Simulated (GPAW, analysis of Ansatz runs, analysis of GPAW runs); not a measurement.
# Interstitial Mn in Si: charge-transition level against experiment (GPAW), part 3 of 4

Subject: interstitial Mn in Si. Wanted: its charge-transition level, in one set-up (RPBE, plane waves 500 eV, 64-site cell, RPBE lattice, k: the zone centre alone then 2x2x2 shifted, dielectric constants 11.7 and 11.7 (handbook)). The model is a cell of 64 host atoms with 1 Mn put in. The level is the Fermi energy at which two charge states have equal formation energy, after a correction for the images of the charge.

GPAW 26.7.0; RPBE, plane waves 500 eV, 64-site cell, RPBE lattice, k: the zone centre alone then 2x2x2 shifted, dielectric constants 11.7 and 11.7 (handbook).

So far: The structure; Relaxation, charge +1; Single point, charge +1.

### Step 4. Relaxation, charge 0

Level of this step: GPAW plane-wave PAW DFT, RPBE; relaxation of all atoms of a defect supercell (GPAW).

run.py reads:

```python
import numpy as np
from ase.io import read, write
from ase.parallel import parprint, world
from gpaw import GPAW, PW
from ase.optimize import BFGS

atoms = read('POSCAR')
magmoms = np.zeros(len(atoms))
magmoms[[64]] = 3 / 1
atoms.set_initial_magnetic_moments(magmoms)
calc = GPAW(mode=PW(500),
            xc='RPBE',
            kpts={'size': (1, 1, 1), 'gamma': True},
            occupations={'name': 'fermi-dirac', 'width': 0.01, 'fixmagmom': True},
            nbands=145,
            convergence={'density': 1e-05, 'forces': 0.001},
            maxiter=150,
            symmetry='off',
            txt='gpaw.txt')
atoms.calc = calc
opt = BFGS(atoms, trajectory='relax.traj', logfile='-')
done = opt.run(fmax=0.02, steps=80)
parprint('Converged:', done)
energy = atoms.get_potential_energy()
forces = atoms.get_forces()
parprint(f'Energy: {energy:.6f} eV, largest force {np.linalg.norm(forces, axis=1).max():.4f} eV/A')
calc.write('gs.gpw')
write('final.xyz', atoms)
parprint('Moments:', atoms.get_magnetic_moments().round(3))
for s in range(calc.get_number_of_spins()):
    parprint('Levels (eV), spin', s, calc.get_eigenvalues(kpt=0, spin=s)[-16:].round(3))
```

POSCAR reads:

```
Si Mn
 1.0000000000000000
    11.0159874872810537    0.0000000000000000    0.0000000000000000
     0.0000000000000000   11.0159874872810537    0.0000000000000000
     0.0000000000000000    0.0000000000000000   11.0159874872810466
 Si  Mn 
  64   1
Direct
  0.0012645846197998 -0.0009579121938941  0.2491171484367569
 -0.0001914718778125  0.2515993862572955  0.0008375548352548
[... 20 atom lines left out ...]
  0.3732848462524301  0.6250335140843831  0.1255944078603929
[... 14 atom lines left out ...]
  0.6245091656215863  0.3754696488975103  0.1266836593881250
[... 10 atom lines left out ...]
  0.4990358932943059  0.5015198332259618  0.2502383310450478
  0.5010928450471962  0.7497702464400879  0.0014314674185539
  0.7514942629974167  0.5006515046956533 -0.0007993222161783
  0.7496503640441933  0.7487152455146094  0.2512342436822071
  0.6251169245661634  0.6231958694575539  0.3748337544224166
  0.6239799270835305  0.8745647496989941  0.1264374300460683
  0.8732942402089479  0.6253943502421819  0.1254806951253884
[... 2 atom lines left out ...]
  0.5001595948917548  0.7505704880203653  0.4982838211226160
[... 2 atom lines left out ...]
  0.6266851831797462  0.6247865759710723  0.8743590593622860
[... 3 atom lines left out ...]
  0.6239910166694814  0.6262780188141553  0.1258030049310367
```

On the command line:

```
OMP_NUM_THREADS=1 mpirun -n 4 gpaw python run.py > stdout
```

The log of the run:

```text
__  _  _
 | _ |_)|_||  |
 |__||  | ||/\| - 26.7.0

Input parameters:
  mode=PW(ecut=500.0),
  convergence={'density': 1e-05, 'forces': 0.001},
  kpts=MonkhorstPack(size=(1, 1, 1), gamma=True),
  maxiter=150,
  nbands=145,
  occupations=Occupations(name='fermi-dirac', width=0.01, fixmagmom=True),
  symmetry=Symmetry(point_group=False, time_reversal=False),
  xc=XC(name='RPBE')

Diagonalizing LCAO Hamiltonian
Converting LCAO to pw mode
        .--------------------------.
       /|                          |
      / |                          |
     /  |        Si            Si  |
    /   |SiSi         Si Si        Si
   /    |    Si           Si       |
  /     | Si  Si        Si Si      |
 *      |         Si        Si Si  |
 |   Si |      Si  Si        Si    |
 |    Si|Si         Si Si          |
 |     Si        Si  Si  Si    Si  |
 |      SSiSSi        Si  Si       |
 |      |    Si Si        Si  Si   |
 |      | Si  Si        Si Si      |
 |   Si Si--------Si---------------.
 |   Si/       Si  Si Mn     Si   /
 |    /  Si         Si Si        /i
 |   / Si           Si          /
 |  /       Si            Si   /
 | /            Si            Si
 |/                          /
 *------Si-----------Si-----*

Atoms  # Å, Bohr magnetons
|    | symbol |         x |         y |         z |    initial magnetic moments |
|----|--------|-----------|-----------|-----------|-----------------------------|
|  0 |     Si |  0.013931 | -0.010552 |  2.744271 | ( 0.0000,  0.0000,  0.0000) |
|  1 |     Si | -0.002109 |  2.771616 |  0.009226 | ( 0.0000,  0.0000,  0.0000) |
|  2 |     Si |  2.771485 |  0.007566 |  0.006077 | ( 0.0000,  0.0000,  0.0000) |
|  3 |     Si |  2.749281 |  2.771727 |  2.761960 | ( 0.0000,  0.0000,  0.0000) |
|  4 |     Si |  1.377145 |  1.388416 |  4.114575 | ( 0.0000,  0.0000,  0.0000) |
|  5 |     Si |  1.396072 |  4.137012 |  1.376902 | ( 0.0000,  0.0000,  0.0000) |
|  6 |     Si |  4.129048 |  1.387080 |  1.359836 | ( 0.0000,  0.0000,  0.0000) |
|  7 |     Si |  4.112053 |  4.124734 |  4.129586 | ( 0.0000,  0.0000,  0.0000) |
|  8 |     Si | -0.001181 | -0.013732 |  8.247498 | ( 0.0000,  0.0000,  0.0000) |
|  9 |     Si | -0.000168 |  2.769768 |  5.520292 | ( 0.0000,  0.0000,  0.0000) |
| 10 |     Si |  2.756623 |  0.019237 |  5.503193 | ( 0.0000,  0.0000,  0.0000) |
| 11 |     Si |  2.745256 |  2.741570 |  8.274997 | ( 0.0000,  0.0000,  0.0000) |
| 12 |     Si |  1.372172 |  1.359492 |  9.630608 | ( 0.0000,  0.0000,  0.0000) |
| 13 |     Si |  1.365292 |  4.129304 |  6.868865 | ( 0.0000,  0.0000,  0.0000) |
| 14 |     Si |  4.130053 |  1.388157 |  6.868421 | ( 0.0000,  0.0000,  0.0000) |
| 15 |     Si |  4.142167 |  4.137081 |  9.623557 | ( 0.0000,  0.0000,  0.0000) |
[...]
| 64 |     Mn |  6.873877 |  6.899071 |  1.385844 | ( 0.0000,  0.0000,  3.0000) |

Unit cell  # Å
| periodic |         x |         y |         z |   lengths |    angles |
|----------|-----------|-----------|-----------|-----------|-----------|
|      yes | 11.015987 |  0.000000 |  0.000000 | 11.015987 | 90.000000 |
|      yes |  0.000000 | 11.015987 |  0.000000 | 11.015987 | 90.000000 |
|      yes |  0.000000 |  0.000000 | 11.015987 | 11.015987 | 90.000000 |

Number of symmetries: 1
Symmetry operations  # r_c * U_cc + t_c -> r_c
|   | kind |            matrix            |
|---|------|------------------------------|
| 0 |  E   |  1, 0, 0,  0, 1, 0,  0, 0, 1 |

BZ-sampling:
  Number of BZ points: 1
  Number of IBZ points: 1

  Monkhorst-Pack size: [1, 1, 1]
  Monkhorst-Pack shift: [0, 0, 0]

K-points  # in reciprocal-cell coordinates
|   |                                coordinates |     weight |
|---|--------------------------------------------|------------|
| 0 | (  0.00000000,   0.00000000,   0.00000000) | 1.00000000 |

Plane wave coefficients: 16941
Cutoff: 500.0 eV

Spin-components: 2 (collinear spins)
Bands:           145
Projectors:      326
Spin-degeneracy: 1
Datatype:        float64

Density:
  Valence electrons: 271.0
  Components: 2
  Grid points: [60 60 60]
  Charge: 0.0  # |e|

Potential:
  Grid points: [60 60 60]

species:
  Si:
    name:    Silicon
    Z:       14.0
    valence: 4
    core:    10
    charge:  0.0  # [|e|]
    compensation charges:
      type: gauss
      rc: 0.33  # [Å]
      lmax: 2
    cutoffs:
      filter: 1.86  # [Å]
      core: 2.06  # [Å]
    projectors
    | kind |    occ | energy [eV] | rcut [Å] |
    |------|--------|-------------|----------|
    |   3s |  2.000 |     -10.793 |    1.058 |
    |   3p |  2.000 |      -4.075 |    1.058 |
    |    s |        |      16.418 |    1.058 |
    |    p |        |      23.136 |    1.058 |
    |    d |        |       0.000 |    1.058 |

    Using partial waves for Si as LCAO basis

  Mn:
    name:    Manganese
    Z:       25.0
    valence: 15
    core:    10
    charge:  0.0  # [|e|]
    compensation charges:
      type: gauss
      rc: 0.38  # [Å]
      lmax: 2
    cutoffs:
      filter: 2.14  # [Å]
      core: 0.86  # [Å]
    projectors
    | kind |    occ | energy [eV] | rcut [Å] |
    |------|--------|-------------|----------|
    |   3s |  2.000 |     -85.954 |    1.275 |
    |   4s |  2.000 |      -5.040 |    1.275 |
    |   3p |  6.000 |     -54.618 |    1.281 |
    |   4p |  0.000 |      -1.367 |    1.281 |
    |   3d |  5.000 |      -6.715 |    1.138 |
    |    d |        |      20.497 |    1.138 |

    Using partial waves for Mn as LCAO basis

Reference energy: -536462.543093  # eV

eigensolver:
  PPCG
  Converge bands: occupied
  niter=2

density mixing:
  MSR1-Mixer
  Pratt-step length: 0.05
  Maximum mixing coefficient: 0.75
  Old densities: 10
  SVD Regularization: 0.005
  Good broyden scale: 1.0
  Trust region scale: 1.0
  Backstep threshold: 4.0
  History deletion threshold: 6.0
  Fourier metric: weight=20.0, sigma=0.015

occupation numbers:
  Fixed magnetic moment: 3.000
  Fermi-Dirac:
    width: 0.0100  # eV

poisson solver:
  ecut: 4000.0  # eV

xc functional:
  name: RPBE with 2 nearest neighbor stencil

Initialization done in: 6.644 s

convergence criteria:
- Maximum integral of absolute [dens]ity change: 1e-05 electrons / valence electron
- Maximum change in the atomic [forces] across last 2 cycles: 0.001 eV/Ang OR
Maximum error relative to the maximum force is below inf
- Maximum [total energy] change in last 3 cyles: 0.0005 eV / valence electron
- Maximum integral of absolute [eigenst]ate change: 4e-08 eV^2 / valence electron
maximum number of iterations: 150

SCF iterations
|iter     | |      energy | eigst |  dens |force |  magmom |
[...]
- Maximum change in the atomic [forces] across last 2 cycles: 0.001 eV/Ang OR
Maximum error relative to the maximum force is below inf
- Maximum [total energy] change in last 3 cyles: 0.0005 eV / valence electron
- Maximum integral of absolute [eigenst]ate change: 4e-08 eV^2 / valence electron
maximum number of iterations: 150

SCF iterations
|iter     | |      energy | eigst |  dens |force |  magmom |
|---------|-|-------------|-------|-------|------|---------|
|iter:   1| | -328.278250c| -4.63 |       |      |  +2.9999|
[...]
|iter:   8| | -328.278162c| -6.93 | -4.50 |      |  +3.0000|
|iter:   9| | -328.278162c| -7.68c| -4.81 |      |  +3.0000|
|iter:  10| | -328.278162c| -8.30c| -5.12c|-1.99 |  +3.0000|
|iter:  11| | -328.278162c| -8.64c| -5.31c|-3.65c|  +3.0000|

Converged in 11 steps
SCF loop duration: 54.472 s (4.952 s/step)
Energy contributions relative to reference atoms: (reference = -536462.543093)

Energy contributions:
  Kinetic:         403.170208
  Coulomb:        -348.836608
  Zero:             -0.543752
  External:          0.000000
  Xc:             -382.068009
  Entropy:          -0.000003
  Spinorbit:         0.000000
  ----------------------------
  Free energy:    -328.278163
  Extrapolated:   -328.278162

dipole moment: (94.825652, -47.248884, -1.796203)  # |e|*Ang

Total magnetic moment: (0.000000, 0.000000, 3.000000)

Local magnetic moments
|        x |        y |         z |
|----------|----------|-----------|
[...]
Fermi levels: 5.477, 5.484
Eigenvalues  # (at kpt = [0.000, 0.000, 0.000])
| band index |      eig [eV] | occ [0-1] |      eig [eV] | occ [0-1] |
|------------|---------------|-----------|---------------|-----------|
[...]
|        ... |               |           |               |           |
[...]
|        ... |               |           |               |           |
[...]
Gap: 0.233 eV
Transition (v -> c):
  (s=1, k=0, n=133, [0.00, 0.00, 0.00]) -> (s=1, k=0, n=134, [0.00, 0.00, 0.00])
No difference between direct/indirect transitions

Forces  # eV/Ang
|        x |        y |        z |
|----------|----------|----------|
[...]
.--------------------------.
       /|                          |
      / |                          |
     /  |        Si            Si  |
    /   |SiSi         Si Si        |
   /    |    Si           Si       |
  /     |  Si Si        Si Si      |
 *   Si |      Si Si Si     Si     |
 |   Si |      Si  Si        Si    |
 |      |Si         Si Si        Si|
 |     Si      SiSi  Si     Si Si  |
 |      |SiSSi        Si Si        |
 |      |    Si Si        Si  Si   |
 |      | Si  Si        Si Si      |
 |      .------Si-Si-----------Si--.
 |   Si/       Si  Si Mn     Si   /
 |    /  Si         Si Si        /i
 |   / Si     Si     Si         /
 |  /       Si           Si Si /
 | Si           Si            /
 |/                          /
 *--------------------------*

Atoms  # Å, Bohr magnetons
|    | symbol |         x |         y |         z |    initial magnetic moments |
|----|--------|-----------|-----------|-----------|-----------------------------|
[...]
| 56 |     Si |  5.504482 |  5.522080 |  8.280694 | ( 0.0000,  0.0000,  0.0002) |
| 57 |     Si |  5.495951 |  8.274042 |  5.523430 | ( 0.0000,  0.0000,  0.0042) |
| 58 |     Si |  8.266550 |  5.503530 |  5.508227 | ( 0.0000,  0.0000,  0.0024) |
| 59 |     Si |  8.248655 |  8.265771 |  8.279711 | ( 0.0000,  0.0000,  0.0005) |
| 60 |     Si |  6.903498 |  6.867167 |  9.660494 | ( 0.0000,  0.0000,  0.0081) |
| 61 |     Si |  6.885620 |  9.645097 |  6.887153 | ( 0.0000,  0.0000,  0.0035) |
| 62 |     Si |  9.620459 |  6.886113 |  6.892160 | ( 0.0000,  0.0000,  0.0022) |
| 63 |     Si |  9.639949 |  9.640842 |  9.636721 | ( 0.0000,  0.0000, -0.0020) |
| 64 |     Mn |  6.916472 |  6.845075 |  1.345632 | ( 0.0000,  0.0000,  2.5412) |

Unit cell  # Å
| periodic |         x |         y |         z |   lengths |    angles |
|----------|-----------|-----------|-----------|-----------|-----------|
|      yes | 11.015987 |  0.000000 |  0.000000 | 11.015987 | 90.000000 |
|      yes |  0.000000 | 11.015987 |  0.000000 | 11.015987 | 90.000000 |
|      yes |  0.000000 |  0.000000 | 11.015987 | 11.015987 | 90.000000 |

Initialization done in: 2.930 s

convergence criteria:
- Maximum integral of absolute [dens]ity change: 1e-05 electrons / valence electron
- Maximum change in the atomic [forces] across last 2 cycles: 0.001 eV/Ang OR
Maximum error relative to the maximum force is below inf
- Maximum [total energy] change in last 3 cyles: 0.0005 eV / valence electron
- Maximum integral of absolute [eigenst]ate change: 4e-08 eV^2 / valence electron
maximum number of iterations: 150

SCF iterations
|iter     | |      energy | eigst |  dens |force |  magmom |
|---------|-|-------------|-------|-------|------|---------|
|iter:   1| | -328.278337c| -4.81 |       |      |  +2.9999|
|iter:   2| | -328.278316c| -6.11 | -3.75 |      |  +2.9999|
|iter:   3| | -328.278294c| -5.83 | -3.82 |      |  +2.9999|
|iter:   4| | -328.278299c| -5.88 | -3.99 |      |  +3.0000|
|iter:   5| | -328.278287c| -6.24 | -4.04 |      |  +3.0000|
|iter:   6| | -328.278289c| -6.27 | -4.27 |      |  +3.0000|
|iter:   7| | -328.278288c| -6.86 | -4.41 |      |  +3.0000|
|iter:   8| | -328.278288c| -7.09 | -4.64 |      |  +3.0000|
|iter:   9| | -328.278288c| -7.74c| -4.90 |      |  +3.0000|
|iter:  10| | -328.278288c| -7.73c| -5.22c|-1.92 |  +3.0000|
|iter:  11| | -328.278288c| -8.55c| -5.41c|-3.58c|  +3.0000|

Converged in 11 steps
SCF loop duration: 54.889 s (4.990 s/step)
Energy contributions relative to reference atoms: (reference = -536462.543093)

Energy contributions:
  Kinetic:         403.192326
  Coulomb:        -348.856487
  Zero:             -0.543767
  External:          0.000000
  Xc:             -382.070359
  Entropy:          -0.000003
  Spinorbit:         0.000000
  ----------------------------
  Free energy:    -328.278289
  Extrapolated:   -328.278288

dipole moment: (94.841197, -47.257884, -49.595494)  # |e|*Ang

Total magnetic moment: (0.000000, 0.000000, 3.000000)

Local magnetic moments
|        x |        y |         z |
|----------|----------|-----------|
[...]
Fermi levels: 5.477, 5.484
Eigenvalues  # (at kpt = [0.000, 0.000, 0.000])
| band index |      eig [eV] | occ [0-1] |      eig [eV] | occ [0-1] |
|------------|---------------|-----------|---------------|-----------|
[...]
|        ... |               |           |               |           |
[...]
|        136 |         5.198 |     1.000 |         5.922 |     0.000 |
|        137 |         5.753 |     0.000 |         5.925 |     0.000 |
|        138 |         5.995 |     0.000 |         6.110 |     0.000 |
|        139 |         5.995 |     0.000 |         6.110 |     0.000 |
|        140 |         6.028 |     0.000 |         6.114 |     0.000 |
|        141 |         6.050 |     0.000 |         6.221 |     0.000 |
|        142 |         6.050 |     0.000 |         6.223 |     0.000 |
|        ... |               |           |               |           |
|        144 |         6.377 |     0.000 |         6.533 |     0.000 |

Gap: 0.234 eV
Transition (v -> c):
  (s=1, k=0, n=133, [0.00, 0.00, 0.00]) -> (s=1, k=0, n=134, [0.00, 0.00, 0.00])
No difference between direct/indirect transitions

Forces  # eV/Ang
|        x |        y |        z |
|----------|----------|----------|
[...]
| -0.00600 |  0.00199 | -0.00425 |  # Si  57
| -0.00843 |  0.00149 |  0.00085 |  # Si  58
|  0.00239 | -0.00123 |  0.00670 |  # Si  59
| -0.00392 |  0.00362 |  0.00589 |  # Si  60
|  0.00419 | -0.00388 | -0.00012 |  # Si  61
| -0.00213 |  0.00142 |  0.00524 |  # Si  62
| -0.00884 |  0.00131 |  0.00321 |  # Si  63
|  0.00677 |  0.00228 | -0.00604 |  # Mn  64

# Writing to gs.gpw (mode='')
```

Wall time 29 min (4 MPI ranks of Arm Neoverse V2, shared host); peak memory 2.5 GiB; 1.9 h of CPU time.

Relaxation path:

| step | energy less that of the first step (eV) |
| --- | --- |
| 0 | 0.0000 |
| 1 | -0.1331 |
| 2 | -0.2729 |
| 3 | -0.2810 |
| 4 | -0.3108 |
| 5 | -0.3143 |
| 6 | -0.3251 |
| 7 | -0.3268 |
| 8 | -0.3295 |
| 9 | -0.3313 |
| 10 | -0.3329 |
| 11 | -0.3338 |
| 12 | -0.3346 |
| 13 | -0.3353 |
| 14 | -0.3356 |
| 15 | -0.3358 |
| 16 | -0.3361 |
| 17 | -0.3363 |
| 18 | -0.3364 |

The atoms that moved most (Å):

| atom | dx | dy | dz | length |
| --- | --- | --- | --- | --- |
| Si51 | 0.056 | -0.077 | -0.067 | 0.117 |
| Si48 | 0.048 | -0.040 | -0.058 | 0.085 |
| Mn65 | 0.043 | -0.054 | -0.040 | 0.080 |
| Si54 | 0.006 | 0.059 | -0.012 | 0.061 |
| Si50 | -0.047 | 0.037 | 0.005 | 0.061 |
| Si53 | -0.009 | 0.024 | 0.054 | 0.060 |
| Si52 | -0.018 | 0.051 | 0.021 | 0.058 |
| Si49 | -0.031 | 0.002 | 0.038 | 0.049 |

Neighbours of Mn65 at the end:

| atom | distance (Å) |
| --- | --- |
| Si49 | 2.437 |
| Si50 | 2.439 |
| Si52 | 2.439 |
| Si51 | 2.452 |
| Si38 | 2.685 |
| Si55 | 2.698 |
| Si61 | 2.701 |
| Si53 | 2.838 |
| Si23 | 2.840 |
| Si54 | 2.849 |

Read from the output:

* total moment: 3.000 μB

First to last step the energy falls by 0.336 eV; the largest move, 0.12 Å, is that of Si51. Judged within 0.08 Å, the space group went from P-43m to R3m.

(Continued in part 4 of 4.)

[Logs are printed without paths, hosts, clocks, repeated set-up lines and the standing remarks that a program may print on its own settings, such as how far it seeks lower states.]

[Hosts, paths, dates, database ids (printed as entryN), source tags and the programs' standing remarks are cut or masked in the printed files.]

[For some hosts the program warned that the k-mesh of the response run may be too coarse for force constants and the static dielectric constant; such warnings are not shown here.]
